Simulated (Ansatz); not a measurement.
**ScAlB4 (built on the sites of a database entry of ScB2): following an unstable mode**

Wanted: the energy along a soft mode of ScAlB4 (built on the sites of a database entry of ScB2) and the structure at the end.

Method: DFT LDA, scalar-relativistic, plane waves, PAW, in Ansatz 0.2.0.

Most raw output is cut from this account.

The structure was built from a prototype and need not be the compound's stable phase.

**1. Starting point**

Symmetry: F-43m, No. 216, cubic system. Conventional cell: a = 5.989 Å, b = 5.989 Å, c = 5.989 Å, α = 90.00°, β = 90.00°, γ = 90.00°. Nearest to Sc lie 12 B at 2.52 Å and 4 Al at 2.59 Å. Nearest to Al lie 12 B at 2.46 Å and 4 Sc at 2.59 Å. Nearest to B lie 6 B at 1.80 to 2.43 Å and 3 Al at 2.46 Å and 3 Sc at 2.52 Å. Farther neighbours are not listed.

**2. Phonons on a q mesh**

The cell comes from relaxations at this level that are not shown. Stability and thermal properties need the whole zone. Linear response on a 4×4×4 q mesh gives force constants as far as a supercell of that size would.

input.yaml

```yaml
crystal:
  lattice:
    - [0.0, 2.9945439792, 2.9945439792]
    - [2.9945439792, 0.0, 2.9945439792]
    - [2.9945439792, 2.9945439792, 0.0]
  atoms:
    - { symbol: Sc, position: [0.25, 0.25, 0.25] }
    - { symbol: Al, position: [0.0, 0.0, 0.0] }
    - { symbol: B, position: [0.6435638331, 0.6435638331, 0.6435638331] }
    - { symbol: B, position: [0.0693085008, 0.6435638331, 0.6435638331] }
    - { symbol: B, position: [0.6435638331, 0.0693085008, 0.6435638331] }
    - { symbol: B, position: [0.6435638331, 0.6435638331, 0.0693085008] }
kpoints:
  mp_grid: { grid: [12, 12, 12] }
hamiltonian:
  xc: lda
scf:
  occupations: { method: methfessel_paxton, width: 0.2 }
output:
  eigenvalues: true
phonons:
  method: dfpt
  qmesh: [4, 4, 4]
  temperatures: { t_max: 1000, t_step: 50 }
  qpath:
    path:
      - [[0.0, 0.0, 0.0], [-0.5, -0.5, 0.0], [-0.375, -0.375, 0.25]]
      - [[-0.375, 0.0, 0.375], [0.0, 0.0, 0.0], [0.0, 0.0, 0.5], [-0.5, -0.25, 0.25], [-0.5, -0.5, 0.0]]
    npoints: 10
```

Started as:

```sh
ansatz run input.yaml --threads 8 --pin off --max-ram 14336MiB --backend cpu --events-out ev --progress --plain --runs-dir out
```

The job ended after 20 min (8 threads of Arm Neoverse N1, shared host; peak memory 4.7 GiB).

Numbers from this step:

- volume per atom: 8.951 Å³
- gap on the k-mesh: 0 eV
- sum-rule residual before enforcement: 1.49e-5 eV/Å²
- lowest frequency on the path: -322.1 cm⁻¹
- point group: -43m
- highest frequency on the path or at a solved wavevector: 744.4 cm⁻¹
- highest optical mode at the zone centre (no LO-TO term): 660.9 cm⁻¹
- lowest optical zone-centre mode: 239.1 cm⁻¹
- lowest mode on the q mesh (acoustic modes at Γ apart): -322.1 cm⁻¹

Frequencies (cm⁻¹) solved at each irreducible wavevector; negative means imaginary. Frequencies by wavevector, by row:

```
q in reciprocal lattice units  star  mode 1  mode 2  mode 3  mode 4  mode 16  mode 17  mode 18
                        0 0 0     1       0       0       0   239.1    454.6    454.6    660.9
                     0 0 0.25     8    34.5    96.7    96.7     204    490.1    490.1    697.6
                     0 0 -0.5     4   -37.9   153.6   153.6   229.3    519.4    519.4    719.2
                  0 0.25 0.25     6  -140.3  -140.3   192.4   192.4    512.4    512.4      710
                  0 0.25 -0.5    24  -233.2  -111.4    67.8   180.1      537    549.1    733.3
                 0 0.25 -0.25    12  -203.2   -49.5    77.8     180    518.6      545      723
                  0 -0.5 -0.5     3  -184.6  -184.6  -127.1   177.2    557.3    557.3      743
              0.25 -0.5 -0.25     6  -322.1  -122.3   121.1   148.1      538    555.9    744.4
```

Interpolated from a 4×4×4 q mesh. Phonon branches along the path, in cm⁻¹:

```
    point  branch 1  branch 2  branch 3  branch 4  branch 15  branch 16  branch 17  branch 18
        Γ         0         0         0       239        455        455        455        661
  halfway      -140      -140       192       192        483        512        512        710
        X      -185      -185      -127       177        495        557        557        743
  halfway      -234      -172      -103       170        492        553        559        743
        U      -283      -141        41       175        511        543        560        742
jump to K      -283      -141        41       175        511        543        560        742
  halfway      -142       111       114       159        489        501        521        708
        Γ         0         0         0       239        455        455        455        661
  halfway        34        97        97       204        485        490        490        698
        L       -38       154       154       229        496        519        519        719
  halfway      -240       -65       127       170        516        527        548        732
        W      -322      -122       121       148        524        538        556        744
  halfway      -271      -121      -109       158        491        553        556        744
        X      -185      -185      -127       177        495        557        557        743
```

Symmetry leaves 8 wavevectors to solve. The lowest mode among them, the acoustic zeros apart, lies at q = (0.25, -0.5, -0.25) and is imaginary, 322.1i cm⁻¹, so the energy falls along it.

**3. The mode frozen in, largest atomic shift 0 Å**

The mode followed lies at q = (0, -0.5, -0.5) with frequency 184.6i cm⁻¹ and is 2-fold degenerate, one of the unstable modes though not the softest. At small amplitude the distorted cell has space group no. 4 by a symmetry search on the positions. The undistorted cell that holds it gives the zero of energy on the same k mesh.

System of this step: ScAlB4 (built on the sites of a database entry of ScB2). Symmetry: F-43m, No. 216, cubic system. The conventional cell has a = 5.989 Å, b = 5.989 Å, c = 5.989 Å, α = 90.00°, β = 90.00°, γ = 90.00°. Sc has 12 B at 2.52 Å and 4 Al at 2.59 Å nearest. Al has 12 B at 2.46 Å and 4 Sc at 2.59 Å nearest. Nearest to B lie 6 B at 1.80 to 2.43 Å and 3 Al at 2.46 Å and 3 Sc at 2.52 Å. Farther neighbours are not listed.

input.yaml

```yaml
crystal:
  lattice:
    - [0.0, -2.9945439792, -2.9945439792]
    - [0.0, 2.9945439792, -2.9945439792]
    - [5.9890879585, 0.0, 0.0]
  atoms:
    - { symbol: Sc, position: [0.0, 0.5, 0.75] }
    - { symbol: Sc, position: [0.5, 0.0, 0.25] }
    - { symbol: Al, position: [0.5, 0.5, 0.5] }
    - { symbol: Al, position: [0.0, 0.0, 0.0] }
    - { symbol: B, position: [0.2128723338, 0.5, 0.1435638331] }
    - { symbol: B, position: [0.7128723338, 0.0, 0.6435638331] }
    - { symbol: B, position: [0.7871276662, 0.5, 0.1435638331] }
    - { symbol: B, position: [0.2871276662, 0.0, 0.6435638331] }
    - { symbol: B, position: [0.5, 0.7871276662, 0.8564361669] }
    - { symbol: B, position: [0.0, 0.2871276662, 0.3564361669] }
    - { symbol: B, position: [0.5, 0.2128723338, 0.8564361669] }
    - { symbol: B, position: [0.0, 0.7128723338, 0.3564361669] }
kpoints:
  mp_grid: { grid: [8, 8, 6] }
hamiltonian:
  xc: lda
scf:
  occupations: { method: methfessel_paxton, width: 0.2 }
output:
  forces: true
  stress: true
  eigenvalues: true
```

The job ended after 5.2 s (8 threads; peak memory 0.55 GiB).

This step gave:

```yaml
pressure: -0.03939 GPa
energy_from_the_undistorted_cell: 0 meV/atom
```

The run ends at a pressure of -0.04 GPa, with forces up to 0.032 eV/Å.

**4. The mode frozen in, largest atomic shift 0.32 Å**

The atoms are moved along the unstable eigenvector, the largest shift by 0.32 Å, with the cell fixed.

input.yaml

```yaml
crystal:
  lattice:
    - [0.0, -2.9945439792, -2.9945439792]
    - [0.0, 2.9945439792, -2.9945439792]
    - [5.9890879585, 0.0, 0.0]
  atoms:
    - { symbol: Sc, position: [0.0040012594, 0.5401949341, 0.75] }
    - { symbol: Sc, position: [0.4959987406, -0.0401949341, 0.25] }
    - { symbol: Al, position: [0.5027961108, 0.4719114712, 0.5] }
    - { symbol: Al, position: [-0.0027961108, 0.0280885288, 0.0] }
    - { symbol: B, position: [0.2054131492, 0.4378072657, 0.1440931116] }
    - { symbol: B, position: [0.7203315185, 0.0621927343, 0.6430345546] }
    - { symbol: B, position: [0.7796684815, 0.4378072657, 0.1430345546] }
    - { symbol: B, position: [0.2945868508, 0.0621927343, 0.6440931116] }
    - { symbol: B, position: [0.5061910603, 0.8620594335, 0.8511192623] }
    - { symbol: B, position: [-0.0061910603, 0.2121958988, 0.3617530715] }
    - { symbol: B, position: [0.5061910603, 0.2878041012, 0.8617530715] }
    - { symbol: B, position: [-0.0061910603, 0.6379405665, 0.3511192623] }
kpoints:
  mp_grid: { grid: [8, 8, 6] }
hamiltonian:
  xc: lda
scf:
  occupations: { method: methfessel_paxton, width: 0.2 }
output:
  forces: true
  stress: true
  eigenvalues: true
```

Elapsed: 12 s, on 8 threads; peak memory 0.75 GiB; 91 s of CPU time.

Numbers from this step:

```
pressure                         : 4.178 GPa
energy from the undistorted cell : -23.28 meV/atom
```

The energy, extrapolated to zero smearing, is -23.28 meV/atom against the undistorted cell.

The run ends at a pressure of 4.18 GPa, with forces up to 0.84 eV/Å.

**5. Energy along the mode, all amplitudes (two of the runs are shown above)**

An imaginary frequency means negative curvature, so the energy should fall and then rise again as anharmonic terms take over.

Numbers from this step:

```yaml
depth_at_the_lowest_point_sampled: 23.28 meV/atom
largest_atomic_shift_at_that_point: 0.32 Å
```

Table of energy from the parent by largest atomic shift:

```
largest atomic shift (Å)  energy from the parent (meV/atom)
                   0.000                                  0
                   0.040                             -0.813
                   0.080                              -3.20
                   0.140                              -8.86
                   0.220                              -17.8
                   0.320                              -23.3
                   0.450                              0.599
                   0.600                                112
```

Displacement at unit largest shift by atom:

```
atom   x (Å)   y (Å)   z (Å)   size
 Sc1   0.000   0.339  -0.414  0.535
 Sc2   0.000  -0.339   0.414  0.535
 Al3   0.000  -0.289   0.237  0.374
 Al4   0.000   0.289  -0.237  0.374
  B5   0.010  -0.512   0.652  0.829
  B6  -0.010   0.512  -0.652  0.829
  B7  -0.010  -0.512   0.652  0.829
  B8   0.010   0.512  -0.652  0.829
  B9  -0.100   0.643  -0.759  1.000
 B10   0.100  -0.643   0.759  1.000
 B11   0.100   0.643  -0.759  1.000
 B12  -0.100  -0.643   0.759  1.000
```

The lowest of the steps tried is at 0.32 Å, 23.3 meV/atom below the parent; the bottom of the well need not coincide with a step.

**6. Relaxation from the frozen mode**

Starting from the lowest point found, all atoms and the cell are let go, so that strain and other modes of the same symmetry can join in.

input.yaml, as its differences from that of step 4:

```diff
@@ -28 +28,6 @@
   eigenvalues: true
+relax:
+  adjacent_minimum: "off"
+  f_tol: 0.002
+  max_steps: 120
+  cell: { stress_tol: 0.03 }
```

Wall time 9.4 min (8 threads); peak memory 0.95 GiB.

The steps of the relaxation (22 of 38):

```
step  energy less that of the first step (eV)  largest force component (eV/Å)  pressure (GPa)  volume (Å³)
   1                                   0.0000                          0.6096            4.18       107.41
   3                                  -1.1570                          0.8751           -2.06       111.37
   5                                  -2.7210                          0.8344           -0.57       111.52
   6                                  -3.3966                          0.6283            2.53       111.74
   8                                  -3.8236                          0.6353           -3.24       115.41
  10                                  -4.1108                          0.2440           -0.50       113.13
  12                                  -4.2346                          0.5556            1.65       111.08
  13                                  -4.2570                          0.4358            3.15       110.33
  15                                  -4.3545                          0.6892           -1.37       113.82
  17                                  -4.7962                          0.9375           -1.58       115.10
  19                                  -5.2277                          0.3080           -1.23       115.40
  20                                  -5.4470                          0.3842            0.22       114.99
  22                                  -6.1031                          0.5700            1.03       115.17
  24                                  -6.7131                          0.4968            0.32       116.90
  26                                  -6.9447                          0.5603           -0.26       115.05
  27                                  -7.1073                          0.7681            0.97       112.08
  29                                  -7.2171                          0.0777            0.11       112.94
  31                                  -7.2208                          0.0169           -0.02       112.95
  33                                  -7.2209                          0.0023            0.00       112.93
  34                                  -7.2209                          0.0003            0.00       112.94
  36                                  -7.2406                          0.0078           -0.07       113.08
 38*                                  -7.2409                          0.0018           -0.01       113.06
```

Relaxation steps marked * repeat the geometry before them on a plane-wave basis chosen anew for their cell, so energy and pressure can jump there. Other such steps can lie between the rows shown. Relaxation steps 8, 18 were tried and not accepted.

Forces are held to the 2 operations that the run works with; a distortion that breaks them can't arise in this run.

```
     cell as run  before  after  change
           a (Å)   4.235  4.372  +3.2 %
           b (Å)   4.235  4.544  +7.3 %
           c (Å)   5.989  5.690  -5.0 %
volume (Å³/atom)    8.95   9.42  +5.3 %
```

The atoms that moved most (Å, as changes of fractional coordinates times the final cell):

```
atom      dx      dy      dz  length
 B12  -1.263   0.607   0.900   1.665
  B9  -1.263  -0.607  -0.900   1.665
  B6   0.161  -0.870  -1.250   1.532
  B7   0.161   0.870   1.250   1.532
 B10   0.552  -0.326  -1.258   1.411
 B11   0.552   0.326   1.258   1.411
 Sc2   0.365   0.459   1.062   1.213
 Sc1   0.365  -0.459  -1.062   1.213
```

The relaxed structure:

```xyz
12
Lattice="0.0000 -3.0916 -3.0915 0.0000 3.2134 -3.2133 5.6902 0.0000 0.0000" Properties=species:S:1:pos:R:3 pbc="T T T"
Sc    4.6326    1.2641   -2.8100
Sc    1.7875   -1.2032   -0.3424
Al    2.8746   -0.8739   -3.7633
Al    0.0295    0.9349    0.6109
B     0.9752    1.0210   -1.4125
B     3.8203   -2.8975   -3.6771
B     0.9752   -0.1332   -2.5667
B     3.8203   -0.9601   -1.7399
B     3.5803    0.5979   -5.2350
B     2.6100    0.3746   -1.9203
B     5.4551   -0.3137   -1.2321
B     0.7353    2.6765   -1.1307
```

This step gave:

```yaml
pressure: -0.005487 GPa
volume_per_atom: 9.421 Å³
```

The distorted start has space group P2_1; the relaxation ends in Pmc2_1.

**7. Results**

| Property | Result |
| --- | --- |
| unstable mode of the parent | q = (0, -0.5, -0.5), 185i cm⁻¹ |
| depth at the lowest point sampled | 23.3 meV/atom |
| largest atomic shift at that point | 0.32 Å |
| space group reached (within 0.01 Å) | Pmc2_1 |
| energy gained over the parent (first relaxation, on the mesh of the frozen mode) | 627 meV/atom |
| volume per atom, phase reached | 9.42 Å³ |

**Reading.** From this start the structure relaxes into Pmc2_1, 627 meV/atom below the parent. At the parent's cell the well is 23.28 meV/atom deep on the steps tried, with its lowest point at a shift of 0.32 Å. Relaxing atoms and cell changes the gain by +603.43 meV/atom against the lowest step (energies at zero smearing). Most of the total comes from this relaxation. The frozen pattern makes up only 9 % of the final shifts of the atoms, so other modes or strain give most of the change. The modes of the phase reached were not computed on this path. Of the 4 patterns followed to their end from this parent, this one reaches the lowest energy. Each path keeps the symmetry of its pattern, so a lower phase may lie along a pattern not tried. With no gap, or one that is small against the smearing, the frequencies hang on the k mesh and the smearing, most of all near Kohn anomalies. The starting cell was built on a prototype and not taken from a measurement, so the phase need not exist.

[Logs are printed without paths, hosts, clocks, repeated set-up lines and the standing remarks that a program may print on its own settings, such as how far it seeks lower states.]

[Hosts, paths, dates, database ids (printed as entryN), source tags and the programs' standing remarks are cut or masked in the printed files.]
